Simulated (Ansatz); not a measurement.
System: WS2/WSSe (van der Waals superlattice) (P3m1).

The structure was built from a prototype and need not be the compound's stable phase.

```xyz
6
Lattice="3.1485 0.0000 0.0000 -1.5743 2.7267 0.0000 0.0000 0.0000 11.8906" Properties=species:S:1:pos:R:3 pbc="T T T"
W     0.0000    1.8178    2.9045
S     1.5743    0.9089    4.4628
S     1.5743    0.9089    1.3442
W     0.0000    0.0000    8.9979
S     0.0000    1.8178   10.5438
Se    0.0000    1.8178    7.2763
```

The structure was relaxed with PBEsol-D3(BJ). The runs that relaxed it are not among those shown. Spin-orbit coupling is left out unless a run names it.

Gaps computed with Ansatz 0.2.0 without a self-energy: PBEsol 0.63 eV, PBEsol+SOC 0.53 eV and HSE06 1.16 eV.

**Question.** What gap should G0W0 on PBEsol give (9×9×2 mesh, 425 empty bands, screening to 150 eV, PAW set soft_1 files)?

About 1.02 eV: on its mesh the run moves the gap from 0.73 eV by +0.39 eV, and the mesh misses the edges by 0.10 eV. Among the scalar-relativistic levels given, HSE06 is nearest (+0.14 eV). Spin-orbit coupling is not in that value; its −0.10 eV at the PBEsol level would bring it to about 0.92 eV. Bands and cutoff are finite, so the gap is not at the basis limit. The miss can reach some tenths of an eV and take either sign; the mesh is an error of its own. The 9×9×2 mesh is coarse for this cell (its supercell is 24 Å along the shortest edge). The RPA ε∞ on it, from the PBEsol start, is 8.44 and 14.82; such meshes misread the long-range screening, most where the gap is narrow. The many-body steps are scalar-relativistic: spin-orbit coupling is not in them.

[Paths, hosts, dates, memory and timing lines, banners, echoed tables and standing remarks are left out of the program output.]

[Logs are printed without paths, hosts, clocks, repeated set-up lines and the standing remarks that a program may print on its own settings, such as how far it seeks lower states.]

[Runs of the session that timed out or met a known fault of the program may be left out.]

[Cells called generated may have been cut or substituted from an entry of the Crystallography Open Database or the Materials Project.]

[Hosts, paths, dates, database ids (printed as entryN), source tags and the programs' standing remarks are cut or masked in the printed files.]
